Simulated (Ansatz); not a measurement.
# BP (F-43m): thermal expansion from first principles, part 2 of 3

Aim: the lattice, expansion, heat capacity and bulk modulus of BP as it warms.

Measurements to reproduce:
- volume expansion coefficient 9.6 1e-6/K near room temperature (given in “Thermal expansion coefficients of high thermal conducting BAs and BP materials (three times its linear coefficient)”, 2019, arxiv:1906.04101)

Ansatz 0.2.0; DFT LDA, scalar-relativistic, plane waves, PAW (the session's first sound run).

So far. Step 2 (A first coarse run): The start is under -5.1 GPa at this level and looks like an insulator or semiconductor on this mesh. Step 4 (Relaxing to small residual forces and stress): The residual pressure is 0.0015 GPa, small enough for phonons.

### Step 5. The quasi-harmonic study, functional LDA, q-mesh 2×2×2

Thermal expansion follows from how the free energy of the vibrations (and of the electrons in a metal) changes with strain, so the program makes strained cells, their phonons and a fit in one run.

input.yaml reads:

```yaml
crystal:
  lattice:
    - [0.0, 2.2452187693, 2.2452187693]
    - [2.2452187693, 0.0, 2.2452187693]
    - [2.2452187693, 2.2452187693, 0.0]
  atoms:
    - { symbol: B, position: [0.0, 0.0, 0.0] }
    - { symbol: P, position: [0.25, 0.25, 0.25] }
kpoints:
  mp_grid: { grid: [12, 12, 12] }
hamiltonian:
  xc: lda
scf:
  occupations: { method: fixed }
output:
  eigenvalues: true
phonons:
  method: dfpt
  qmesh: [2, 2, 2]
  temperatures: { t_max: 800.0, t_step: 50 }
  thermal_expansion: {}
```

On the command line:

```bash
$ ansatz run input.yaml --threads 4 --pin off --max-ram 16384MiB --backend cpu --events-out ev --progress --plain --runs-dir out
```

Numbers of over 12 decimals in the logs are rounded to 6 here.

The program printed:

```text
Warning: phonons: the dynamical matrix that this run interpolates holds no multipole term above the dipole-dipole one, and a site of this crystal is no centre of inversion, so its interpolated transverse optical and acoustic branches and sound speeds can stay off near Gamma, and the density of states and the thermodynamics with them. What a run solves at a wave vector of phonons.qpoints, Gamma apart, where the deck admits one, is free of this, and under fd what a larger phonons.supercell samples
[...]
Crystal: 2 atoms, lattice volume = 22.636 Å³
Basis set: ecut = 487.2 eV, 537 PW (Γ), exchange–correlation on 48×48×48 points (8 copies of the dense FFT grid, shifted against one another)
Bands: 8, of which v1, the nominal top of the filled ones, is band 4 counted from 1 (3 counted from 0)
Symmetry: 24 space group operations
[...]
k-points: 72 of 1728 (time reversal used)
[...]
SCF iter   1: F=—  HF=-876.641253 eV  |F-HF|=—  |Δ(HF+E_count)|=         —  Δρ=5.40e-3  dr2=5.08e-3  ethr=1.77e-3  ⟨swp⟩=5.1  Hψ=4231  notcnv=0  defer=137
[...]
SCF iter   8: F=-876.640141 eV  HF=-876.640141 eV  |F-HF|=9.32e-12  |Δ(HF+E_count)|=  2.61e-11  Δρ=2.18e-7  dr2=1.22e-11  ethr=1.00e-12  ⟨swp⟩=10.3  Hψ=4062  notcnv=0
SCF 1 converged in 8 iterations: F = -876.640141 eV  dr2 = 1.22e-11
[...]
relax step   1: F+E_penalty+E_count = -876.64014132 eV  Δ(F+E_penalty+E_count) = +0.000e0 eV  max|allowed force component| = 3.608e-16 eV/Å  Δτ_max = 0.0000 Å  (8 SCF iters, accepted)
SCF converged after 8 iterations
Free energy (F): -876.640141 eV
[...]
Internal energy: -876.640141 eV  (E = F + TS)
E sigma→0 (E₀):  -876.640141 eV
Fermi energy:    9.488725 eV
[...]
--- Stress (GPa, compression-positive) ---
       -0.011501       0.000000       0.000000
        0.000000      -0.011501       0.000000
       -0.000000       0.000000      -0.011501
  P = ⅓ Tr σ = -0.0115 GPa (-0.115 kbar)
--- Band table (eV; the first three rows and the last of 72) ---
[...]
── thermal expansion: 3 new cells, 3 in all ──
thermal expansion: relaxation of cell 2
thermal expansion: relaxation of cell 3
── thermal expansion: 2 new cells, 5 in all ──
thermal expansion: relaxation of cell 4
thermal expansion: lower-state search of cell 4
thermal expansion: phonons of cell 4
thermal expansion: relaxation of cell 5
thermal expansion: phonons of cell 5
── thermal expansion: 5 new cells, 10 in all ──
thermal expansion: relaxation of cell 6
thermal expansion: relaxation of cell 7
thermal expansion: relaxation of cell 8
thermal expansion: relaxation of cell 9
thermal expansion: relaxation of cell 10
thermal expansion: phonons of cell 6
thermal expansion: phonons of cell 7
WARN: thermal expansion: narrow_supercell: the supercell is narrow for a crystal that has a band gap and may be polar, so the expansion can be far off: type phonons.supercell or phonons.qmesh [3, 3, 3] or more in a new run
--- Relaxed structure (1 steps of the walk, 1 accepted, 0 SCFs on fresh bases) ---
  F+E_penalty+E_count = -876.64014132 eV   max|allowed force component| = 3.608e-16 eV/Å
  atoms:
    - { symbol: B, position: [0.0, 0.0, 0.0] }
    - { symbol: P, position: [0.25, 0.25, 0.25] }
--- Thermal expansion: 10 cells in 3 rounds, 0 GPa ---
  no lower state was reached at cell 4
  without vibrations: a 3.17515, b 3.17515, c 3.17515 Å, V 22.6348 Å³, B 175.76 GPa
  at 0 K: a 3.18376, b 3.18376, c 3.18376 Å, V 22.8194 Å³, B 172.31 GPa
  zero-point expansion: a +0.271, b +0.271, c +0.271, V +0.816 %
      T/K        a/Å        b/Å        c/Å       V/Å³ | expansion of a, b, c, V (1e-6/K)   | that of V in the mean from 25 °C | C_P, C_V (J/mol K of the cell) | B_T, B_S (GPa)
     0.00    3.18376    3.18376    3.18376    22.8194 |    0.00    0.00    0.00    0.00 |    2.42 |     0.000     0.000 |   172.31   172.31
   100.00    3.18377    3.18377    3.18377    22.8197 |    0.16    0.16    0.16    0.47 |    3.58 |     6.746     6.746 |   172.27   172.27
   200.00    3.18396    3.18396    3.18396    22.8237 |    1.16    1.16    1.16    3.48 |    5.44 |    19.132    19.126 |   171.91   171.97
   298.15    3.18452    3.18452    3.18452    22.8359 |    2.44    2.44    2.44    7.32 |       - |    29.020    28.982 |   171.20   171.42
   350.00    3.18497    3.18497    3.18497    22.8456 |    2.99    2.99    2.99    8.98 |    8.18 |    32.897    32.831 |   170.73   171.07
   450.00    3.18606    3.18606    3.18606    22.8690 |    3.79    3.79    3.79   11.37 |    9.55 |    38.212    38.076 |   169.71   170.32
   550.00    3.18736    3.18736    3.18736    22.8970 |    4.32    4.32    4.32   12.96 |   10.62 |    41.595    41.381 |   168.62   169.50
   650.00    3.18880    3.18880    3.18880    22.9280 |    4.68    4.68    4.68   14.05 |   11.46 |    43.827    43.531 |   167.49   168.63
   750.00    3.19034    3.19034    3.19034    22.9612 |    4.95    4.95    4.95   14.84 |   12.14 |    45.365    44.985 |   166.33   167.73
   800.00    3.19113    3.19113    3.19113    22.9784 |    5.05    5.05    5.05   15.16 |   12.44 |    45.960    45.538 |   165.74   167.28
  the static fit leaves 0.001 meV an atom of the energies and, of the stresses, 0.000 GPa of each cell's largest along a strain (root mean squares over the cells), whose Pulay part it has at -0.020 GPa
  vibrations' free energy: its fit passes through its cells
  the electrons' free energy at temperature is not in it: every band gap is over 0.83 eV
  free energies summed between the sampled wave vectors
  estimated error of the fitted expansion in any direction: up to 0.024e-6/K, at 800 K, with few degrees of freedom (an estimate, not a bound: it was exceeded on models of known expansion)
  by sums over the sampled wave vectors an expansion of the volume parts by up to 2.11e-6/K
  by a static energy of one degree less an expansion of the volume parts by up to 0.00e-6/K
  band gaps on the cells' k-points are 1.107 to 1.184 eV
  narrow_supercell: the supercell is narrow for a crystal that has a band gap and may be polar, so the expansion can be far off: type phonons.supercell or phonons.qmesh [3, 3, 3] or more in a new run
```

It took 50 s on 4 threads of Arm Neoverse V2, shared host; peak memory 0.62 GiB; 3 min of CPU time.

Numbers from this step:

| Item | Value |
| --- | --- |
| pressure | -0.01150 GPa |
| volume expansion coefficient at 298 K | 7.316 1e-6/K |
| C_P at 298 K | 14.51 J/mol-atom/K |
| entropy at 298 K | 10.44 J/mol-atom/K |
| isothermal bulk modulus at 298 K | 171.2 GPa |
| Grüneisen parameter at 298 K | 0.5943 |
| volume at 298 K | 11.42 Å³/atom |
| principal linear expansion coefficients at 298 K | 2.439, 2.439, 2.439 1e-6/K |

Strained cells of the study; zero-point energy where phonons were solved; the pressures are stresses at a fixed cutoff and can carry an offset from the finite basis. Expansion cells, by row:

| cell | \|a\| (Å) | \|b\| (Å) | \|c\| (Å) | V (Å³/atom) | E - E_lowest (meV/atom) | pressure, compression positive (GPa) | gap (eV) | zero-point energy (meV/atom) |
| --- | --- | --- | --- | --- | --- | --- | --- | --- |
| 1 | 3.175 | 3.175 | 3.175 | 11.32 | 0 | -0.032 | 1.145 | - |
| 2 | 3.201 | 3.201 | 3.201 | 11.59 | 3.517 | -4.046 | 1.175 | - |
| 3 | 3.15 | 3.15 | 3.15 | 11.05 | 3.578 | 4.361 | 1.114 | - |
| 4 | 3.175 | 3.175 | 3.175 | 11.32 | 0 | -0.05 | 1.145 | 102.7 |
| 5 | 3.191 | 3.191 | 3.191 | 11.49 | 1.408 | -2.604 | 1.164 | 101.2 |
| 6 | 3.183 | 3.183 | 3.183 | 11.4 | 0.317 | -1.26 | 1.154 | 102 |
| 7 | 3.198 | 3.198 | 3.198 | 11.56 | 2.735 | -3.586 | 1.171 | 100.6 |
| 8 | 3.144 | 3.144 | 3.144 | 10.99 | 5.594 | 5.509 | 1.107 | - |
| 9 | 3.16 | 3.16 | 3.16 | 11.15 | 1.371 | 2.653 | 1.126 | - |
| 10 | 3.209 | 3.209 | 3.209 | 11.68 | 6.081 | -5.25 | 1.184 | - |

Quasi-harmonic; a, b, c are the run's own cell vectors. Expansion, by row:

| T (K) | a (Å) | b (Å) | c (Å) | alpha (deg) | beta (deg) | gamma (deg) | cell volume (Å³/cell) | alpha_a (1e-6/K) | alpha_b (1e-6/K) | alpha_c (1e-6/K) | alpha_V (1e-6/K) | C_P (J/mol-atom/K) | C_V (J/mol-atom/K) | S (J/mol-atom/K) | B_T (GPa) | B_S (GPa) | Grueneisen | extrapolation | fit error (1e-6/K) |
| --- | --- | --- | --- | --- | --- | --- | --- | --- | --- | --- | --- | --- | --- | --- | --- | --- | --- | --- | --- |
| 0 | 3.184 | 3.184 | 3.184 | 60 | 60 | 60 | 22.82 | 0 | 0 | 0 | 0 | 0 | 0 | 0 | 172.3 | 172.3 | - | 0 | 0 |
| 50 | 3.184 | 3.184 | 3.184 | 60 | 60 | 60 | 22.82 | 0.02 | 0.02 | 0.02 | 0.05 | 0.591 | 0.591 | 0.184 | 172.3 | 172.3 | 0.102 | 0 | 0 |
| 100 | 3.184 | 3.184 | 3.184 | 60 | 60 | 60 | 22.82 | 0.16 | 0.16 | 0.16 | 0.47 | 3.373 | 3.373 | 1.37 | 172.3 | 172.3 | 0.166 | 0 | 0 |
| 150 | 3.184 | 3.184 | 3.184 | 60 | 60 | 60 | 22.82 | 0.55 | 0.55 | 0.55 | 1.65 | 6.545 | 6.544 | 3.341 | 172.1 | 172.2 | 0.299 | 0 | 0 |
| 200 | 3.184 | 3.184 | 3.184 | 60 | 60 | 60 | 22.82 | 1.16 | 1.16 | 1.16 | 3.48 | 9.566 | 9.563 | 5.642 | 171.9 | 172 | 0.43 | 0 | 0 |
| 250 | 3.184 | 3.184 | 3.184 | 60 | 60 | 60 | 22.83 | 1.83 | 1.83 | 1.83 | 5.5 | 12.29 | 12.28 | 8.077 | 171.6 | 171.7 | 0.529 | 0 | 0 |
| 298.1 | 3.185 | 3.185 | 3.185 | 60 | 60 | 60 | 22.84 | 2.44 | 2.44 | 2.44 | 7.32 | 14.51 | 14.49 | 10.44 | 171.2 | 171.4 | 0.594 | 0 | 0.01 |
| 300 | 3.185 | 3.185 | 3.185 | 60 | 60 | 60 | 22.84 | 2.46 | 2.46 | 2.46 | 7.38 | 14.59 | 14.57 | 10.53 | 171.2 | 171.4 | 0.596 | 0 | 0.01 |
| 350 | 3.185 | 3.185 | 3.185 | 60 | 60 | 60 | 22.85 | 2.99 | 2.99 | 2.99 | 8.98 | 16.45 | 16.41 | 12.92 | 170.7 | 171.1 | 0.642 | 0 | 0.01 |
| 400 | 3.185 | 3.185 | 3.185 | 60 | 60 | 60 | 22.86 | 3.43 | 3.43 | 3.43 | 10.3 | 17.93 | 17.88 | 15.22 | 170.2 | 170.7 | 0.675 | 0 | 0.01 |
| 450 | 3.186 | 3.186 | 3.186 | 60 | 60 | 60 | 22.87 | 3.79 | 3.79 | 3.79 | 11.37 | 19.11 | 19.04 | 17.4 | 169.7 | 170.3 | 0.698 | 0 | 0.01 |
| 500 | 3.187 | 3.187 | 3.187 | 60 | 60 | 60 | 22.88 | 4.08 | 4.08 | 4.08 | 12.24 | 20.04 | 19.96 | 19.46 | 169.2 | 169.9 | 0.715 | 0 | 0.01 |
| 550 | 3.187 | 3.187 | 3.187 | 60 | 60 | 60 | 22.9 | 4.32 | 4.32 | 4.32 | 12.96 | 20.8 | 20.69 | 21.41 | 168.6 | 169.5 | 0.728 | 0 | 0.01 |
| 600 | 3.188 | 3.188 | 3.188 | 60 | 60 | 60 | 22.91 | 4.52 | 4.52 | 4.52 | 13.55 | 21.41 | 21.28 | 23.25 | 168.1 | 169.1 | 0.738 | 0 | 0.01 |
| 650 | 3.189 | 3.189 | 3.189 | 60 | 60 | 60 | 22.93 | 4.68 | 4.68 | 4.68 | 14.05 | 21.91 | 21.77 | 24.98 | 167.5 | 168.6 | 0.747 | 0 | 0.01 |
| 700 | 3.19 | 3.19 | 3.19 | 60 | 60 | 60 | 22.94 | 4.83 | 4.83 | 4.83 | 14.48 | 22.33 | 22.16 | 26.62 | 166.9 | 168.2 | 0.753 | 0 | 0.01 |
| 750 | 3.19 | 3.19 | 3.19 | 60 | 60 | 60 | 22.96 | 4.95 | 4.95 | 4.95 | 14.84 | 22.68 | 22.49 | 28.17 | 166.3 | 167.7 | 0.759 | 0 | 0.02 |
| 800 | 3.191 | 3.191 | 3.191 | 60 | 60 | 60 | 22.98 | 5.05 | 5.05 | 5.05 | 15.16 | 22.98 | 22.77 | 29.65 | 165.7 | 167.3 | 0.764 | 0 | 0.02 |

Expansion coefficient against temperature; values in 1e-6/K:

| temperature (K) | volume | principal 1 |
| --- | --- | --- |
| 0 | 0 | 0 |
| 50 | 0.05 | 0.02 |
| 100 | 0.47 | 0.16 |
| 150 | 1.65 | 0.55 |
| 200 | 3.48 | 1.16 |
| 250 | 5.5 | 1.83 |
| 298 | 7.32 | 2.44 |
| 300 | 7.38 | 2.46 |
| 350 | 8.98 | 2.99 |
| 400 | 10.3 | 3.43 |
| 450 | 11.4 | 3.79 |
| 500 | 12.2 | 4.08 |
| 550 | 13.0 | 4.32 |
| 600 | 13.6 | 4.52 |
| 650 | 14.1 | 4.68 |
| 700 | 14.5 | 4.83 |
| 750 | 14.8 | 4.95 |
| 800 | 15.2 | 5.05 |

At 298 K the volume expansion is 7.32 × 10⁻⁶/K and B_T is 171 GPa. The log warns that this q-mesh is too narrow, so the figure can be far off. The program raised the cutoff to 487.2 eV by itself: with no cutoff typed, the study takes about 1.16 times the default for its relaxations and scales it with the volume for the phonons.

### Step 6. The quasi-harmonic study, q-mesh 4×4×4

Thermal expansion follows from how the free energy of the vibrations (and of the electrons in a metal) changes with strain, so the program makes strained cells, their phonons and a fit in one run.

input.yaml: that of step 5 with these lines changed.

```diff
@@ -18,3 +18,3 @@
   method: dfpt
-  qmesh: [2, 2, 2]
+  qmesh: [4, 4, 4]
   temperatures: { t_max: 800.0, t_step: 50 }
```

The program printed:

```text
[...]
Crystal: 2 atoms, lattice volume = 22.636 Å³
Basis set: ecut = 487.2 eV, 537 PW (Γ), exchange–correlation on 48×48×48 points (8 copies of the dense FFT grid, shifted against one another)
Bands: 8, of which v1, the nominal top of the filled ones, is band 4 counted from 1 (3 counted from 0)
Symmetry: 24 space group operations
[...]
k-points: 72 of 1728 (time reversal used)
[...]
SCF iter   1: F=—  HF=-876.641253 eV  |F-HF|=—  |Δ(HF+E_count)|=         —  Δρ=5.40e-3  dr2=5.08e-3  ethr=1.77e-3  ⟨swp⟩=5.1  Hψ=4231  notcnv=0  defer=137
[...]
SCF iter   8: F=-876.640141 eV  HF=-876.640141 eV  |F-HF|=9.32e-12  |Δ(HF+E_count)|=  2.61e-11  Δρ=2.18e-7  dr2=1.22e-11  ethr=1.00e-12  ⟨swp⟩=10.3  Hψ=4062  notcnv=0
SCF 1 converged in 8 iterations: F = -876.640141 eV  dr2 = 1.22e-11
[...]
relax step   1: F+E_penalty+E_count = -876.64014132 eV  Δ(F+E_penalty+E_count) = +0.000e0 eV  max|allowed force component| = 3.608e-16 eV/Å  Δτ_max = 0.0000 Å  (8 SCF iters, accepted)
SCF converged after 8 iterations
Free energy (F): -876.640141 eV
[...]
Internal energy: -876.640141 eV  (E = F + TS)
E sigma→0 (E₀):  -876.640141 eV
Fermi energy:    9.488725 eV
[...]
--- Stress (GPa, compression-positive) ---
       -0.011501       0.000000       0.000000
        0.000000      -0.011501       0.000000
       -0.000000       0.000000      -0.011501
  P = ⅓ Tr σ = -0.0115 GPa (-0.115 kbar)
--- Band table (eV; the first three rows and the last of 72) ---
[...]
── thermal expansion: 3 new cells, 3 in all ──
thermal expansion: relaxation of cell 2
thermal expansion: relaxation of cell 3
── thermal expansion: 2 new cells, 5 in all ──
thermal expansion: relaxation of cell 4
thermal expansion: lower-state search of cell 4
thermal expansion: phonons of cell 4
thermal expansion: relaxation of cell 5
thermal expansion: phonons of cell 5
── thermal expansion: 5 new cells, 10 in all ──
thermal expansion: relaxation of cell 6
thermal expansion: relaxation of cell 7
thermal expansion: relaxation of cell 8
thermal expansion: relaxation of cell 9
thermal expansion: relaxation of cell 10
thermal expansion: phonons of cell 6
thermal expansion: phonons of cell 7
--- Relaxed structure (1 steps of the walk, 1 accepted, 0 SCFs on fresh bases) ---
  F+E_penalty+E_count = -876.64014132 eV   max|allowed force component| = 3.608e-16 eV/Å
  atoms:
    - { symbol: B, position: [0.0, 0.0, 0.0] }
    - { symbol: P, position: [0.25, 0.25, 0.25] }
--- Thermal expansion: 10 cells in 3 rounds, 0 GPa ---
  no lower state was reached at cell 4
  without vibrations: a 3.17515, b 3.17515, c 3.17515 Å, V 22.6349 Å³, B 175.75 GPa
  at 0 K: a 3.18415, b 3.18415, c 3.18415 Å, V 22.8279 Å³, B 172.26 GPa
  zero-point expansion: a +0.284, b +0.284, c +0.284, V +0.853 %
[...]
0.00    3.18415    3.18415    3.18415    22.8279 |    0.00    0.00    0.00    0.00 |    3.09 |     0.000     0.000 |   172.26   172.26
   100.00    3.18418    3.18418    3.18418    22.8284 |    0.28    0.28    0.28    0.85 |    4.54 |     5.892     5.891 |   172.22   172.22
   200.00    3.18444    3.18444    3.18444    22.8341 |    1.50    1.50    1.50    4.49 |    6.63 |    18.869    18.859 |   171.87   171.95
   298.15    3.18513    3.18513    3.18513    22.8490 |    2.88    2.88    2.88    8.64 |       - |    29.075    29.023 |   171.13   171.44
   350.00    3.18566    3.18566    3.18566    22.8603 |    3.46    3.46    3.46   10.39 |    9.54 |    33.012    32.923 |   170.64   171.10
   450.00    3.18690    3.18690    3.18690    22.8871 |    4.29    4.29    4.29   12.87 |   10.98 |    38.367    38.193 |   169.60   170.37
   550.00    3.18836    3.18836    3.18836    22.9186 |    4.84    4.84    4.84   14.52 |   12.10 |    41.757    41.488 |   168.48   169.57
   650.00    3.18997    3.18997    3.18997    22.9532 |    5.22    5.22    5.22   15.65 |   12.97 |    43.991    43.622 |   167.31   168.72
   750.00    3.19168    3.19168    3.19168    22.9902 |    5.49    5.49    5.49   16.47 |   13.68 |    45.530    45.062 |   166.12   167.84
   800.00    3.19256    3.19256    3.19256    23.0093 |    5.60    5.60    5.60   16.80 |   13.98 |    46.127    45.609 |   165.51   167.39
[...]
vibrations' free energy: its fit passes through its cells
  the electrons' free energy at temperature is not in it: every band gap is over 0.83 eV
  free energies summed between the sampled wave vectors
[...]
band gaps on the cells' k-points are 1.107 to 1.187 eV
```

Wall time 4 min (4 threads); peak memory 1.2 GiB; 15 min of CPU time.

This step gave:

```yaml
volume_expansion_coefficient_at_298_k: 8.636 1e-6/K
c_p_at_298_k: 14.54 J/mol-atom/K
entropy_at_298_k: 9.889 J/mol-atom/K
isothermal_bulk_modulus_at_298_k: 171.1 GPa
grueneisen_parameter_at_298_k: 0.7007
principal_linear_expansion_coefficients_at_298_k: 2.879, 2.879, 2.879 1e-6/K
```

Strained cells of the study; zero-point energy where phonons were solved; the pressures are stresses at a fixed cutoff and can carry an offset from the finite basis. Expansion cells, by row:

| cell | \|a\| (Å) | \|b\| (Å) | \|c\| (Å) | V (Å³/atom) | E - E_lowest (meV/atom) | pressure, compression positive (GPa) | gap (eV) | zero-point energy (meV/atom) |
| --- | --- | --- | --- | --- | --- | --- | --- | --- |
| 1 | 3.175 | 3.175 | 3.175 | 11.32 | 0 | -0.032 | 1.145 | - |
| 2 | 3.201 | 3.201 | 3.201 | 11.59 | 3.517 | -4.046 | 1.175 | - |
| 3 | 3.15 | 3.15 | 3.15 | 11.05 | 3.578 | 4.361 | 1.114 | - |
| 4 | 3.175 | 3.175 | 3.175 | 11.32 | 0 | -0.05 | 1.145 | 102.8 |
| 5 | 3.191 | 3.191 | 3.191 | 11.49 | 1.408 | -2.604 | 1.164 | 101.2 |
| 6 | 3.183 | 3.183 | 3.183 | 11.4 | 0.366 | -1.352 | 1.154 | 102 |
| 7 | 3.199 | 3.199 | 3.199 | 11.58 | 3.164 | -3.847 | 1.173 | 100.4 |
| 8 | 3.144 | 3.144 | 3.144 | 10.99 | 5.594 | 5.509 | 1.107 | - |
| 9 | 3.16 | 3.16 | 3.16 | 11.15 | 1.371 | 2.653 | 1.126 | - |
| 10 | 3.211 | 3.211 | 3.211 | 11.71 | 7.038 | -5.625 | 1.187 | - |

Quasi-harmonic; a, b, c are the run's own cell vectors. Expansion, by row:

```csv
T (K),a (Å),b (Å),c (Å),alpha (deg),beta (deg),gamma (deg),cell volume (Å³/cell),alpha_a (1e-6/K),alpha_b (1e-6/K),alpha_c (1e-6/K),alpha_V (1e-6/K),C_P (J/mol-atom/K),C_V (J/mol-atom/K),S (J/mol-atom/K),B_T (GPa),B_S (GPa),Grueneisen,extrapolation,fit error (1e-6/K)
0,3.184,3.184,3.184,60,60,60,22.83,0,0,0,0,0,0,0,172.3,172.3,-,0,0
50,3.184,3.184,3.184,60,60,60,22.83,0.04,0.04,0.04,0.11,0.386,0.386,0.107,172.2,172.2,0.335,0,0
100,3.184,3.184,3.184,60,60,60,22.83,0.28,0.28,0.28,0.85,2.946,2.946,1.053,172.2,172.2,0.343,0,0
150,3.184,3.184,3.184,60,60,60,22.83,0.8,0.8,0.8,2.39,6.252,6.251,2.871,172.1,172.1,0.453,0,0
200,3.184,3.184,3.184,60,60,60,22.83,1.5,1.5,1.5,4.49,9.434,9.43,5.111,171.9,171.9,0.563,0,0
250,3.185,3.185,3.185,60,60,60,22.84,2.23,2.23,2.23,6.7,12.26,12.25,7.528,171.5,171.7,0.646,0,0.01
298.1,3.185,3.185,3.185,60,60,60,22.85,2.88,2.88,2.88,8.64,14.54,14.51,9.889,171.1,171.4,0.701,0,0.01
300,3.185,3.185,3.185,60,60,60,22.85,2.9,2.9,2.9,8.7,14.62,14.59,9.979,171.1,171.4,0.702,0,0.01
350,3.186,3.186,3.186,60,60,60,22.86,3.46,3.46,3.46,10.39,16.51,16.46,12.38,170.6,171.1,0.741,0,0.01
400,3.186,3.186,3.186,60,60,60,22.87,3.92,3.92,3.92,11.76,18,17.94,14.69,170.1,170.8,0.768,0,0.01
450,3.187,3.187,3.187,60,60,60,22.89,4.29,4.29,4.29,12.87,19.18,19.1,16.88,169.6,170.4,0.788,0,0.01
500,3.188,3.188,3.188,60,60,60,22.9,4.59,4.59,4.59,13.78,20.12,20.01,18.95,169,170,0.803,0,0.01
550,3.188,3.188,3.188,60,60,60,22.92,4.84,4.84,4.84,14.52,20.88,20.74,20.9,168.5,169.6,0.814,0,0.01
600,3.189,3.189,3.189,60,60,60,22.94,5.04,5.04,5.04,15.13,21.49,21.33,22.75,167.9,169.2,0.823,0,0.01
650,3.19,3.19,3.19,60,60,60,22.95,5.22,5.22,5.22,15.65,22,21.81,24.49,167.3,168.7,0.83,0,0.01
700,3.191,3.191,3.191,60,60,60,22.97,5.36,5.36,5.36,16.09,22.41,22.2,26.13,166.7,168.3,0.836,0,0.01
750,3.192,3.192,3.192,60,60,60,22.99,5.49,5.49,5.49,16.47,22.77,22.53,27.69,166.1,167.8,0.841,0,0.02
800,3.193,3.193,3.193,60,60,60,23.01,5.6,5.6,5.6,16.8,23.06,22.8,29.17,165.5,167.4,0.845,0,0.03
```

The expansion coefficient by temperature; values in 1e-6/K:

| temperature (K) | volume | principal 1 |
| --- | --- | --- |
| 0 | 0 | 0 |
| 50 | 0.11 | 0.04 |
| 100 | 0.85 | 0.28 |
| 150 | 2.39 | 0.8 |
| 200 | 4.49 | 1.5 |
| 250 | 6.7 | 2.23 |
| 298 | 8.64 | 2.88 |
| 300 | 8.7 | 2.9 |
| 350 | 10.4 | 3.46 |
| 400 | 11.8 | 3.92 |
| 450 | 12.9 | 4.29 |
| 500 | 13.8 | 4.59 |
| 550 | 14.5 | 4.84 |
| 600 | 15.1 | 5.04 |
| 650 | 15.7 | 5.22 |
| 700 | 16.1 | 5.36 |
| 750 | 16.5 | 5.49 |
| 800 | 16.8 | 5.6 |

Changing the q-mesh (2×2×2 → 4×4×4) takes the volume expansion at 298 K from 7.32 to 8.64 × 10⁻⁶/K and B_T from 171 to 171 GPa.

[end of part 2 of 3]

[Logs are printed without paths, hosts, clocks, repeated set-up lines and the standing remarks that a program may print on its own settings, such as how far it seeks lower states.]

[Hosts, paths, dates, database ids (printed as entryN), source tags and the programs' standing remarks are cut or masked in the printed files.]

[A step with changed settings may run another functional than the one named; its input shows which.]
